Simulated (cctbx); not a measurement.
# Symmetry from intensities

Cell: a = 7.6040 Å, b = 7.4320 Å, c = 14.2480 Å, α = 90.00°, β = 114.59°, γ = 90.00°. Expected content of the cell: Bi4 Sb4 Rb8.

The data are simulated with cctbx, not measured: Ga Kα, λ = 1.3414 Å, to d = 0.83 Å, 50 % of the full sphere, strongest reflection 5000 counts, noise from counting, a 6 % proportional error and a noise floor of 8 counts (s.d.); no absorption, some extinction.

A first pass over the reflections prints:

```text
2673 reflections to d = 0.830 A
centring   violations  <I/sigma> of those
    A        839 of  1327      6.8
    B        839 of  1356      6.8
    C        838 of  1337      6.8
    I        830 of  1356      6.7
    R       1107 of  1772      6.7
    F       1258 of  2010      6.8
Laue class    unique    Rint  (classes that these axes allow; Friedel mates merged)
P -1             2015   0.051
P 1 2/m 1        1314   0.057
space group    extra absences  I>4sigma  <I/sigma>
P 1 2 1                 0          0         -  acentric
P 1 21 1                6          0      -0.8  acentric
P 1 m 1                 0          0         -  acentric
P 1 c 1               109          0       0.2  acentric
P 1 2/m 1               0          0         -  centric
P 1 21/m 1              6          0      -0.8  centric
P 1 2/c 1             109          0       0.2  centric
P 1 21/c 1            115          0       0.1  centric
Wilson B = 0.82 A^2   <|E^2-1|> = 0.893 (0.968 centric, 0.736 acentric)   E^2>4: 3.4 %
shell (A)         n   <I/sigma>
12.96 - 1.66    179     11.0
 1.66 - 1.32    159      9.9
 1.32 - 1.15    175     10.1
 1.15 - 1.05    155      8.5
 1.05 - 0.97    167      7.5
 0.97 - 0.91    166      7.9
 0.91 - 0.87    165      8.2
 0.87 - 0.83    148      6.3
```

Q: Read the symmetry from these tables.

Every centring test has many violations, so the lattice is primitive.

Rint stays low (0.051 to 0.057) up to P 1 2/m 1, the highest class in these axes.

8 settings pass the absence test. The most absences obeyed, 115, belong to P 1 21/c 1 alone.

⟨|E²−1|⟩ = 0.893 leans to a centrosymmetric structure. The Wilson B of 0.82 Å² means U ≈ 0.0104 Å².

The true group is P2_1/c (no. 14), Laue class 2/m, centrosymmetric. The tables fix it.

This is a model crystal, built by substitution and not relaxed, with assumed displacement parameters.

[Logs are printed without paths, hosts, clocks, repeated set-up lines and the standing remarks that a program may print on its own settings, such as how far it seeks lower states.]
